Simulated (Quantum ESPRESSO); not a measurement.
**SiC (Moissanite 3C): optical spectrum from first principles**

Wanted: where SiC (Moissanite 3C) starts to absorb, how strongly, and its refractive index.

Method: DFT, PBE, plane waves with norm-conserving potentials (PseudoDojo), scalar-relativistic, independent-particle optical response without local fields and without the non-local commutator, in Quantum ESPRESSO 7.5.

This account leaves out most program logs.

## 1. Starting point

It takes space group F-43m (No. 216, cubic). Conventional cell: a = 4.358 Å, b = 4.358 Å, c = 4.358 Å, α = 90.00°, β = 90.00°, γ = 90.00°. Si has 4 C at 1.89 Å nearest. Nearest to C lie 4 Si at 1.89 Å. Farther neighbours are not listed.

## 2. Ground state

First the ground state: is it a metal or has it a gap?

This step: DFT, PBE, plane waves with norm-conserving potentials (PseudoDojo), scalar-relativistic, ground state (Quantum ESPRESSO 7.5).

The input, scf.in:

```
&control
  calculation = 'scf'
  prefix = 'x'
  outdir = './tmp'
  pseudo_dir = './'
  verbosity = 'high'
/
&system
  ibrav = 0
  nat = 2
  ntyp = 2
  ecutwfc = 70
  occupations = 'smearing'
  smearing = 'fd'
  degauss = 0.003675
  nbnd = 8
/
&electrons
  conv_thr = 1e-09
  electron_maxstep = 100
/
ATOMIC_SPECIES
  Si 1.0 Si.upf
  C 1.0 C.upf
CELL_PARAMETERS angstrom
  0.000000000000 2.179000000000 2.179000000000
  2.179000000000 0.000000000000 2.179000000000
  2.179000000000 2.179000000000 0.000000000000
ATOMIC_POSITIONS crystal
  Si 0.000000000000 0.000000000000 0.000000000000
  C 0.750000000000 0.750000000000 0.750000000000
K_POINTS automatic
  9 9 9 0 0 0
```

On the command line:

```bash
> mpirun -n 4 pw.x -nk 4 -in scf.in
```

Wall time 1.8 s (4 MPI ranks of Arm Neoverse V2, shared host); peak memory 0.05 GiB.

Read-outs, printed or worked out from the files:

```
total energy           : -20.54 Ry
gap on the k-mesh      : 1.508 eV
direct gap on the mesh : 4.632 eV
```

There is a gap, 1.51 eV on this mesh (points off the mesh can give less), so no carriers' term is needed.

## 3. Ground state with the final occupations

With the gap or the metal settled, the ground state is repeated with the fitting occupations, and the later steps take its density.

Edit scf.in of step 2 so:

```diff
@@ -12,6 +12,3 @@
   ecutwfc = 70
-  occupations = 'smearing'
-  smearing = 'fd'
-  degauss = 0.003675
-  nbnd = 8
+  occupations = 'fixed'
 /
```

On the command line:

```bash
> mpirun -n 4 pw.x -nk 4 -in scf.in
```

Wall time 2.2 s (4 MPI ranks); peak memory 0.05 GiB; 8.6 s of CPU time.

## 4. Bands on the whole mesh, 14×14×14

At the fixed density, many empty bands are solved on the mesh of the response, since the spectrum sums over them.

This step: DFT, PBE, plane waves with norm-conserving potentials (PseudoDojo), scalar-relativistic, bands at fixed density (Quantum ESPRESSO 7.5).

nscf.in, as its differences from scf.in of step 3:

```diff
@@ -1,3 +1,3 @@
 &control
-  calculation = 'scf'
+  calculation = 'nscf'
   prefix = 'x'
@@ -5,3 +5,2 @@
   pseudo_dir = './'
-  verbosity = 'high'
 /
@@ -13,2 +12,5 @@
   occupations = 'fixed'
+  nbnd = 15
+  nosym = .true.
+  noinv = .true.
 /
@@ -17,2 +19,3 @@
   electron_maxstep = 100
+  diago_full_acc = .true.
 /
@@ -29,2 +32,2 @@
 K_POINTS automatic
-  9 9 9 0 0 0
+  14 14 14 0 0 0
```

On the command line:

```bash
> mpirun -n 4 pw.x -nk 4 -in nscf.in
```

It took 1.8 min on 4 MPI ranks; peak memory 0.05 GiB; 7.1 min of CPU time.

## 5. Dielectric function

The spectrum is a sum over vertical transitions between filled and empty bands at the fixed density, so many empty bands are needed.

This step: DFT, PBE, plane waves with norm-conserving potentials (PseudoDojo), scalar-relativistic, independent-particle optical response without local fields and without the non-local commutator (Quantum ESPRESSO 7.5).

The input, epsilon.in:

```
&inputpp
  prefix = 'x'
  outdir = './tmp'
  calculation = 'eps'
/
&energy_grid
  smeartype = 'gauss'
  intersmear = 0.4
  wmin = 0.0
  wmax = 22
  nw = 500
/
```

On the command line:

```bash
> mpirun -n 4 epsilon.x -nk 4 -in epsilon.in
```

The job ended after 1.4 s (4 MPI ranks; peak memory 0.04 GiB; 5.4 s of CPU time).

Read-outs, printed or worked out from the files:

* electronic dielectric constant ε∞, mean over x, y and z (by symmetry where fewer were run): 8.429
* main peak of Im epsilon, first axis: 6.805 eV

Some rows of epsi_x.dat:

```text
# energy grid [eV]     epsi_x  epsi_y  epsi_z
#
    0.176352705    0.010168193    0.010168194    0.010168194
    1.234468938    0.076378974    0.076378976    0.076378977
    2.292585170    0.172241182    0.172241185    0.172241187
    3.350701403    0.372165518    0.372165521    0.372165525
    4.408817635    1.470382879    1.470382883    1.470382889
    5.466933868    7.888517594    7.888517600    7.888517607
    6.525050100   20.992049033   20.992049041   20.992049048
    7.583166333   12.570091282   12.570091290   12.570091300
    8.641282565   12.894860951   12.894860960   12.894860971
    9.699398798    7.282703643    7.282703655    7.282703668
   10.757515030    5.406556775    5.406556789    5.406556804
   11.815631263    2.654476803    2.654476818    2.654476836
   12.873747495    2.369867642    2.369867661    2.369867681
   13.931863727    1.490503915    1.490503937    1.490503960
   14.989979960    1.341690205    1.341690230    1.341690257
   16.048096192    0.874267265    0.874267295    0.874267326
   17.106212425    0.635202520    0.635202554    0.635202591
   18.164328657    0.492979214    0.492979255    0.492979298
   19.222444890    0.371038071    0.371038120    0.371038171
   20.280561122    0.297882779    0.297882840    0.297882900
   21.338677355    0.253402555    0.253402630    0.253402703
```

The Im ε, any direction has structure finer than the step of the table below, so its rows give means over 1 eV, whole bins alone (the curve runs from 0 to 22 eV). Peaks (eV: height): 6.8: 27.1, 8.3: 18.1.

Values under the direct gap are tails of Lorentzian lines. The Im ε, any direction by photon energy; means over each step:

photon energy (eV), Im ε, any direction and a bar:
```
        1        0.1 
        2        0.1 
        3        0.3 
        4        0.8 #
        5        4.6 ######
        6       13.3 ###################
        7       21.0 ##############################
        8       15.1 ######################
        9       11.0 ################
       10        7.2 ##########
       11        4.3 ######
       12        3.0 ####
       13        2.3 ###
       14        1.6 ##
       15        1.3 ##
       16        0.9 #
       17        0.7 #
       18        0.5 #
       19        0.4 
       20        0.3 
       21        0.2
```

Table of Re ε, any direction by photon energy:

```
photon energy (eV)  Re ε, any direction
                 0                 8.43
                 1                 8.58
                 2                 9.06
                 3                 10.1
                 4                 12.2
                 5                 16.0
                 6                 17.6
                 7               -0.184
                 8                 2.21
                 9                -4.49
                10                -4.48
                11                -5.62
                12                -2.91
                13                -3.30
                14                -2.46
                15                -2.06
                16                -1.82
                17                -1.35
                18                -1.04
                19               -0.822
                20               -0.566
                21               -0.393
                22               -0.247
```

Table of refractive index n and extinction k by photon energy:

```
photon energy (eV)      n        k
               0.0   2.90        0
               0.5   2.91  0.00500
               1.0   2.93   0.0103
               1.5   2.96   0.0162
               2.0   3.01   0.0233
               2.5   3.08   0.0323
               3.0   3.17   0.0447
               3.5   3.31   0.0639
               4.0   3.50    0.101
               4.5   3.81    0.244
               5.0   4.04    0.529
               5.5   4.31    0.965
               6.0   4.42     1.38
               6.5   4.53     2.26
               7.0   3.47     3.50
               7.5   2.49     2.54
               8.0   2.95     2.55
               8.5   2.34     3.37
               9.0   1.89     2.84
               9.5   1.46     2.83
              10.0   1.50     2.60
              10.5   1.13     2.58
              11.0  0.789     2.50
              11.5  0.685     2.15
              12.0  0.764     1.87
              12.5  0.771     2.02
              13.0  0.554     1.90
              13.5  0.526     1.77
              14.0  0.452     1.63
              14.5  0.464     1.54
              15.0  0.446     1.50
              15.5  0.416     1.43
              16.0  0.326     1.39
              16.5  0.284     1.26
              17.0  0.279     1.20
              17.5  0.251     1.13
              18.0  0.252     1.05
              18.5  0.232    0.989
              19.0  0.224    0.934
              19.5  0.185    0.865
              20.0  0.196    0.777
              20.5  0.185    0.734
              21.0  0.174    0.651
              21.5  0.199    0.598
              22.0  0.211    0.540
```

Reflectivity at normal incidence, any direction against photon energy; read off at these points:

photon energy (eV), reflectivity at normal incidence, any direction (%) and a bar from the least value:
```
     0.00       23.8 
     0.50       23.9 
     1.00       24.1 
     1.50       24.5 #
     2.00       25.1 #
     2.50       26.0 ##
     3.00       27.1 ##
     3.50       28.7 ###
     4.00       30.9 #####
     4.50       34.3 #######
     5.00       37.1 #########
     5.50       40.8 ############
     6.00       43.5 ##############
     6.50       49.2 #################
     7.00       57.0 #######################
     7.50       46.6 ################
     8.00       46.7 ################
     8.50       58.4 ########################
     8.60       59.3 ########################
     9.00       53.9 #####################
     9.50       58.4 ########################
    10.00       53.8 #####################
    10.50       59.7 #########################
    11.00       66.6 #############################
    11.50       63.3 ###########################
    12.00       53.7 #####################
    12.50       57.4 #######################
    13.00       63.2 ###########################
    13.50       61.5 ##########################
    13.89       63.3 ###########################
    14.00       62.1 ##########################
    14.50       59.0 ########################
    15.00       59.0 ########################
    15.50       58.9 ########################
    16.00       64.6 ############################
    16.22       67.5 ##############################
    16.50       64.8 ############################
    17.00       63.6 ###########################
    17.50       64.6 ############################
    18.00       62.2 ##########################
    18.50       62.8 ###########################
    19.00       62.2 ##########################
    19.50       65.7 #############################
    19.62       65.8 #############################
    20.00       61.4 ##########################
    20.50       61.9 ##########################
    21.00       61.4 ##########################
    21.50       55.6 ######################
    22.00       51.9 ###################
```

Values under the direct gap are tails of Lorentzian lines. Table of loss function −Im 1/ε at q → 0, any direction by energy loss; read off at these points:

```
energy loss (eV)  loss function −Im 1/ε at q → 0, any direction
               0                                              0
               1                                         8.2e-4
               2                                        0.00171
               3                                        0.00279
               4                                        0.00472
               5                                         0.0155
               6                                         0.0266
               7                                         0.0411
               8                                         0.0649
               9                                         0.0792
              10                                         0.0964
              11                                         0.0836
              12                                          0.172
              13                                          0.137
              14                                          0.180
              15                                          0.222
              16                                          0.218
              17                                          0.293
              18                                          0.390
              19                                          0.492
              20                                          0.739
              21                                           1.10
              22                                           2.02
```

From ε follow the optical constants at some laser and lamp lines:

```csv
wavelength (nm),n,k,R (%),1/α
1550,2.92,0.008,24.0,15 µm
633,3.01,0.023,25.1,2.2 µm
532,3.05,0.029,25.7,1.5 µm
450,3.12,0.038,26.5,941 nm
365,3.27,0.059,28.3,492 nm
308,3.51,0.104,31.1,235 nm
248,4.04,0.529,37.1,37 nm
```

Below the direct gap, k and the depth come from the tails of the Lorentzian lines, not from transitions.

Rows near the edge hang on the gap, which this functional as a rule makes too small, and phonon-assisted absorption is left out.

## 6. Outcome

```json
{"electronic dielectric constant ε∞, mean over x, y and z (by symmetry where fewer were run) (independent particles)": "8.43", "main peak of Im epsilon, first axis": "6.80 eV"}
```

In words: At this level (PBE, independent particles) SiC has ε∞ = 8.43 and n = 2.92 at 1550 nm, and Im ε peaks at 6.8 eV. Distinct maxima of Im ε, read by a parabola through the highest points, lie at 6.80 eV (27) and 8.30 eV (18). Excitons and phonon-assisted transitions are missing, and so are local fields; PBE gaps are as a rule too small, which pulls the onset down and ε∞ up. epsilon.x leaves out the commutator of the non-local potential, so its intensities are off, as a rule too high. The sum runs over mesh points, so small or evenly spaced maxima can still be ripples of the mesh.

[Machine, clock, banner and «Message from routine» lines are left out of the logs.]

[Logs are printed without paths, hosts, clocks, repeated set-up lines and the standing remarks that a program may print on its own settings, such as how far it seeks lower states.]

[Hosts, paths, dates, database ids (printed as entryN), source tags and the programs' standing remarks are cut or masked in the printed files.]
